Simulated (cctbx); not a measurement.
## Accept or mend?

Cell a = 11.9610 Å, b = 12.6440 Å, c = 8.4190 Å, α = 90.00°, β = 134.63°, γ = 90.00°; space group C2/m (no. 12). The compound is PrFe8Sn5.

The data are simulated with cctbx, not measured: Mo Kα, λ = 0.71073 Å, to d = 0.65 Å, 50 % of the full sphere, strongest reflection 70000 counts, noise from counting, a 6 % proportional error and a noise floor of 2 counts (s.d.); no absorption.

An anisotropic refinement with weights 1/σ² prints:

```text
Rint 0.033, 109 unique reflections to 1.61 A
cycle     R1     wR2    GooF  max shift (A)
   1  0.0194  0.0506   1.667   0.01020
   2  0.0140  0.0323   1.064   0.00002
final R1 0.0140 wR2 0.0323 GooF 1.064  parameters 73  data/parameter 1.5
atom        x        y        z      Ueq    occ   su(xyz)  su(Uiso or U11)
Pr1    0.50000  0.75146  0.00000   0.0146  1.000  0.00018  0.0031
Sn1    0.70916  0.00000  0.13774   0.0155  1.000  0.00065  0.0035
Sn2    0.67019  0.88037  0.82746   0.0141  1.000  0.00053  0.0035
Sn3    0.83459  0.88015  0.51084   0.0149  1.000  0.00043  0.0037
Fe1    0.07182  0.00000  0.87444   0.0182  1.000  0.00163  0.0082
Fe2    0.56677  0.00000  0.25752   0.0178  1.000  0.00157  0.0088
Fe3    0.80780  0.00000  0.73963   0.0171  1.000  0.00133  0.0061
Fe4    0.50000  0.00000  0.50000   0.0266  1.000  0.00000  0.0089
Fe5    0.00000  0.00000  0.50000   0.0149  1.000  0.00000  0.0085
Fe6    0.12507  0.82768  0.75135   0.0196  1.000  0.00094  0.0059
Fe7    0.38588  0.82114  0.52053   0.0177  1.000  0.00103  0.0066
difference map: max 0.45 min -0.46 rms 0.11
Q1    0.2324  0.5000  0.4329    4    0.46  1.41 A from Fe2
Q2    0.2500  0.2500  0.5000    4    0.42  1.76 A from Fe7
Q3    0.1842  0.2683  0.4112    8    0.36  1.47 A from Fe7
Q4    0.0786  0.0000  0.8354    4    0.33  0.39 A from Fe1
Q5    0.2000  0.0000  0.4583    4    0.31  1.60 A from Fe3
Q6    0.0000  0.1368  0.0000    4    0.30  1.45 A from Pr1
```

Q: Accept it or mend it, and why?

Mend it. The fault: data cut at low resolution. Against the right model at the same level, R1 goes from 0.0203 to 0.0140 and GooF from 0.96 to 1.06. The atoms are right, but there are too few data for the parameters: R1 flatters and the s.u.s grow. Data per parameter fall from 22.7 to 1.5.

The compound is PrFe8Sn5. The right model at the same level gives:

```text
Rint 0.036, 1658 unique reflections to 0.65 A
cycle     R1     wR2    GooF  max shift (A)
   1  0.0204  0.0541   0.974   0.00023
   2  0.0203  0.0534   0.961   0.00000
final R1 0.0203 wR2 0.0534 GooF 0.961  parameters 73  data/parameter 22.7
atom        x        y        z      Ueq    occ   su(xyz)  su(Uiso or U11)
Pr1    0.50000  0.75159  0.00000   0.0135  1.000  0.00001  0.0001
Sn1    0.70968  0.00000  0.13863   0.0152  1.000  0.00004  0.0001
Sn2    0.67027  0.88022  0.82737   0.0152  1.000  0.00003  0.0001
Sn3    0.83470  0.87989  0.51078   0.0154  1.000  0.00003  0.0001
Fe1    0.07114  0.00000  0.87464   0.0165  1.000  0.00010  0.0002
Fe2    0.56732  0.00000  0.25826   0.0168  1.000  0.00010  0.0002
Fe3    0.80676  0.00000  0.73845   0.0173  1.000  0.00010  0.0002
Fe4    0.50000  0.00000  0.50000   0.0172  1.000  0.00000  0.0003
Fe5    0.00000  0.00000  0.50000   0.0189  1.000  0.00000  0.0004
Fe6    0.12433  0.82822  0.75110   0.0195  1.000  0.00008  0.0002
Fe7    0.38565  0.82136  0.52071   0.0194  1.000  0.00008  0.0002
difference map: max 1.25 min -1.26 rms 0.31
Q1    0.2554  0.0000  0.5740    4    1.29  1.51 A from Fe2
Q2    0.0011  0.3457  0.1768    8    1.25  1.89 A from Fe7
Q3    0.1311  0.4047  0.0903    8    1.17  1.40 A from Sn1
Q4    0.2407  0.2339  0.3180    8    1.13  1.50 A from Fe7
Q5    0.0987  0.2134  0.8121    8    1.13  0.93 A from Fe6
Q6    0.1782  0.0000  0.9208    4    1.11  1.05 A from Fe1
```

This is a model crystal, built by substitution and not relaxed, with assumed displacement parameters.

[Middle refinement cycles are left out of these outputs.]

[Logs are printed without paths, hosts, clocks, repeated set-up lines and the standing remarks that a program may print on its own settings, such as how far it seeks lower states.]
